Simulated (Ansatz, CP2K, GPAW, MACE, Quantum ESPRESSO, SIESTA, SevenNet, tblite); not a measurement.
# Ta2H10C4Cl8O3 (P2_1/c) (108 atoms) in CP2K, part 2 of 2

Wanted: CP2K inputs and outputs for Ta2H10C4Cl8O3 (P2_1/c) (108 atoms), checked against a plane-wave reference.

Program: CP2K 2026.2; the method stands at each step. Banners, paths, timers and routine set-up lines are dropped from the logs unmarked, and long logs keep their key lines alone; longer cuts are marked.

So far. Step 2 (PBE, DZVP-UZH, 600/50 Ry, diagonalisation): Forces lie 6.4 % from the reference's, at 8.0 times its CPU time.

## Step 3: PBE, DZVP-UZH, 300/50 Ry, diagonalisation

Method: Kohn-Sham DFT, PBE, GTH-PBE pseudopotentials, Gaussian and plane waves, DZVP-MOLOPT (UZH set), diagonalisation.

input.inp

```
&GLOBAL
  PROJECT cell
  RUN_TYPE ENERGY_FORCE
  PRINT_LEVEL LOW
&END GLOBAL
&FORCE_EVAL
  METHOD QS
  STRESS_TENSOR ANALYTICAL
  &DFT
    BASIS_SET_FILE_NAME BASIS_MOLOPT_UZH
    POTENTIAL_FILE_NAME POTENTIAL_UZH
    &MGRID
      CUTOFF 300
      REL_CUTOFF 50
    &END MGRID
    &QS
      EPS_DEFAULT 1.0E-12
    &END QS
    &SCF
      SCF_GUESS ATOMIC
      EPS_SCF 5.0E-06
      MAX_SCF 200
      ADDED_MOS 52
      &DIAGONALIZATION
        ALGORITHM STANDARD
      &END DIAGONALIZATION
      &SMEAR ON
        METHOD FERMI_DIRAC
        ELECTRONIC_TEMPERATURE [K] 580
      &END SMEAR
      &MIXING
        METHOD BROYDEN_MIXING
        ALPHA 0.15
        NBROYDEN 12
      &END MIXING
      &PRINT
        &RESTART OFF
        &END RESTART
      &END PRINT
    &END SCF
    &XC
      &XC_FUNCTIONAL PBE
      &END XC_FUNCTIONAL
    &END XC
    &PRINT
      &MULLIKEN ON
      &END MULLIKEN
      &HIRSHFELD ON
        SHAPE_FUNCTION DENSITY
      &END HIRSHFELD
      &MO ON
        EIGENVALUES T
        OCCUPATION_NUMBERS T
        MO_INDEX_RANGE 241 264
        &EACH
          QS_SCF 0
        &END EACH
        ADD_LAST NUMERIC
      &END MO
    &END PRINT
  &END DFT
  &SUBSYS
    &CELL
      A 6.63880 0.00000 0.00000
      B 0.00000 26.00830 0.00000
      C -4.37581 0.00000 9.71248
    &END CELL
    &COORD
[... 108 atom lines left out: the same atoms as in the first run ...]
    &END COORD
    &KIND Ta
      BASIS_SET DZVP-MOLOPT-PBE-GTH-q13
      POTENTIAL GTH-PBE-q13
    &END KIND
    &KIND H
      BASIS_SET DZVP-MOLOPT-PBE-GTH-q1
      POTENTIAL GTH-PBE-q1
    &END KIND
    &KIND C
      BASIS_SET DZVP-MOLOPT-PBE-GTH-q4
      POTENTIAL GTH-PBE-q4
    &END KIND
    &KIND Cl
      BASIS_SET DZVP-MOLOPT-PBE-GTH-q7
      POTENTIAL GTH-PBE-q7
    &END KIND
    &KIND O
      BASIS_SET DZVP-MOLOPT-PBE-GTH-q6
      POTENTIAL GTH-PBE-q6
    &END KIND
  &END SUBSYS
  &PRINT
    &FORCES ON
    &END FORCES
    &STRESS_TENSOR ON
    &END STRESS_TENSOR
  &END PRINT
&END FORCE_EVAL
```

Command:

```
> OMP_NUM_THREADS=1 mpirun -np 4 cp2k.psmp -i input.inp > output.txt
```

Numbers of over 12 decimals in the logs are rounded to 6 here.

Output:

```text
CP2K| version string:                                       CP2K version 2026.2
 CP2K| Input file name                                                 input.inp
 GLOBAL| Basis set file name                                    BASIS_MOLOPT_UZH
 GLOBAL| Potential file name                                       POTENTIAL_UZH
 GLOBAL| Run type                                                   ENERGY_FORCE
 GLOBAL| Total number of message passing processes                             4
 GLOBAL| Number of threads for this process                                    1
 TOTAL NUMBERS AND MAXIMUM NUMBERS
  Total number of            - Atomic kinds:                                   5
                             - Atoms:                                        108
[... lines left out ...]
                        Smear method:                                FERMI_DIRAC
[... lines left out ...]
 Number of electrons:                                                        504
[... lines left out ...]
  Step     Update method      Time    Convergence         Total energy    Change
[... lines left out ...]
  *** SCF run converged in    22 steps ***
[... lines left out ...]
  Fermi energy:                                                 0.059238
  Total energy:                                             -1253.312290
  Total energy (extrapolated to T->0):                      -1253.312290
[... lines left out ...]
 MO| E(Fermi):            0.059238 a.u.          1.611951 eV
[... lines left out ...]
 !-----------------------------------------------------------------------------!
 !-----------------------------------------------------------------------------!
                           Hirshfeld Charges
  #Atom  Element  Kind  Ref Charge     Population                    Net charge
      1       Ta     1      13.000         12.465                         0.535
      2       Ta     1      13.000         12.466                         0.534
      3       Ta     1      13.000         12.490                         0.510
[...]
107       O      5       6.000          6.073                        -0.073
    108       O      5       6.000          6.095                        -0.095
  Total Charge                                                            0.000
 !-----------------------------------------------------------------------------!
 ENERGY| Total FORCE_EVAL ( QS ) energy [hartree]          -1253.312499
 FORCES| Atomic forces [hartree/bohr]
 FORCES|   Atom     x               y               z               |f|
 FORCES|      1 -6.26105713E-05 -4.47328938E-02  1.81979142E-02   4.82928545E-02
 FORCES|      2  5.19754486E-02  3.30296575E-03  1.34804003E-02   5.37966358E-02
 FORCES|      3 -3.46263286E-02 -4.29460358E-02 -1.00715207E-03   5.51757101E-02
[...]
FORCES|    107 -1.46395078E-02  7.47265895E-03  1.21519162E-03   1.64812776E-02
 FORCES|    108 -4.10965151E-03 -2.36078797E-03  1.04422939E-02   1.14675218E-02
 FORCES| Sum    -9.59420582E-03  3.94051367E-03 -7.03896310E-03
 FORCES| Total atomic force                                       1.25348887E-02
 STRESS| Analytical stress tensor [bar]
 STRESS|                        x                   y                   z
 STRESS|      x        4.04143209349E+04  -1.19806627179E+04  -1.09346288928E+03
 STRESS|      y       -1.19806627179E+04   3.14393350433E+04   2.44023745135E+03
 STRESS|      z       -1.09346288928E+03   2.44023745135E+03   4.72417013204E+04
 STRESS| 1/3 Trace                                             3.96984524328E+04
```

It took 3 min on 4 MPI ranks of Arm Neoverse V1, shared host; peak memory 3.4 GiB; 12 min of CPU time.

Numbers from this run, and their distance from the reference:

| Quantity | Value |
| --- | --- |
| r.m.s. force component | 2.018 eV/Å |
| r.m.s. difference of force components | 128.2 meV/Å |
| longest difference of force vectors | 608.6 meV/Å |
| force difference over r.m.s. force | 6.435 % |
| slope of forces against the reference's | 1.011 |
| correlation of force components | 0.998 |
| gap (highest filled to lowest empty level) | 2.065 eV |
| gap difference | -0.0782 eV |
| pressure | 3.97 GPa |
| pressure difference | -0.3066 GPa |
| energy less the same-level run's | -0.4393 meV/atom |
| r.m.s. force difference from the same-level run | 38.42 meV/Å |

This is a coarse setting, run to see what it loses.

Against the first run (6.4 %), the force difference from the reference is 6.4 %, at 0.95 times the CPU time: the change moves forces by 38 meV/Å r.m.s., so most of the difference comes from elsewhere.

The forces add up to 0.64 eV/Å instead of zero, usually a sign of too coarse a grid.

## Step 4: The ladder

Differences are against the plane-wave reference, forces as r.m.s. over components; share is that over the reference's r.m.s. force, slope the least-squares factor from reference forces to these. Total energies of different programs have different zeros and aren't compared.

```
                                                    run  Δ force, r.m.s. (meV/Å)  share (%)  slope  Δ pressure (GPa)  Δ gap (eV)  cores  CPU time  memory (GiB)
                                              reference                        -          -      -                 -           -      4      97 s           2.1
         CP2K PBE, DZVP-UZH, 600/50 Ry, diagonalisation                      128       6.44  1.009            -0.324     -0.0779      4    13 min           6.4
CP2K PBE, DZVP-UZH, 300/50 Ry, diagonalisation (coarse)                      128       6.43  1.011            -0.307     -0.0782      4    12 min           3.4
```

Rows marked coarse were listed beforehand as settings not expected to be converged; some can still land near the reference.

CPU time is summed over cores on a shared host, where runs went side by side, so it is rough. Symmetry, cutoffs, thresholds, outputs and thread counts weren't matched or tuned between programs; memory under MPI is the largest rank's times the ranks.

Mean charges by element (e), by run and scheme:

```csv
run,scheme,Ta,H,C,Cl,O
reference,Löwdin,+1.36,+0.22,-0.16,-0.27,-0.38
"CP2K PBE, DZVP-UZH, 600/50 Ry, diagonalisation",Mulliken,+0.78,+0.14,-0.09,-0.20,-0.33
"CP2K PBE, DZVP-UZH, 600/50 Ry, diagonalisation",Hirshfeld,+0.57,+0.03,-0.03,-0.11,-0.13
```

The reference's Löwdin charges lack the electrons that the projection spills, 0.035 e an atom on average.

Within one program, basis, potentials and functional, energies share a zero. Each run against its twin at the usual cutoff or grid and solver:

```
                                           run                                  twin  Δ energy (meV/atom)  Δ force, r.m.s. (meV/Å)  CPU time over the twin's
CP2K PBE, DZVP-UZH, 300/50 Ry, diagonalisation  DZVP-UZH, 600/50 Ry, diagonalisation               -0.439                     38.4                      0.95
```

## Step 5: What came out

```yaml
nearest_in_forces: a tie at 6.4 % of 2 runs: CP2K PBE, DZVP-UZH, 600/50 Ry, diagonalisation; CP2K PBE, DZVP-UZH, 300/50 Ry, diagonalisation (coarse)
```

In words: The PBE run in local orbitals, coarse settings apart, differs by 6.4 % (CP2K PBE, DZVP-UZH, 600/50 Ry, diagonalisation); basis, grid and potentials can all enter. Runs with settings chosen to be coarse differ by 6.4 % (CP2K PBE, DZVP-UZH, 300/50 Ry, diagonalisation), their programs' other errors included. None of the electronic-structure runs in the table takes under half the reference's CPU time of 97 s; they take 7.6 to 8.0 times as much. At the same functional, the gap of these runs lies 0.08 eV below the reference's 2.14 eV. These are spacings on the run's k-points, which needn't hold the band edges. Charges hang on scheme and program or settings: among these rows the mean for Ta runs from +0.57 to +1.36 e. The reference's PBE has no dispersion term, which matters for the binding between molecules or layers. The published positions, changed by the recipe (random displacements or longer bonds to H), lie far from the minimum at this level of theory. The reference's pressure of 4.3 GPa belongs to a cell and atoms that aren't relaxed at this level. The electronic-structure runs sample only Γ, in a cell whose shortest periodic width is 6 Å. Spin–orbit coupling is left out, which matters for the levels of the heavy elements.

[Also dropped from logs without a mark: logging warnings of Python, and SIESTA's first energy breakdown and zero terms.]

[Logs are printed without paths, hosts, clocks, repeated set-up lines and the standing remarks that a program may print on its own settings, such as how far it seeks lower states.]

[Hosts, paths, dates, database ids (printed as entryN), source tags and the programs' standing remarks are cut or masked in the printed files.]
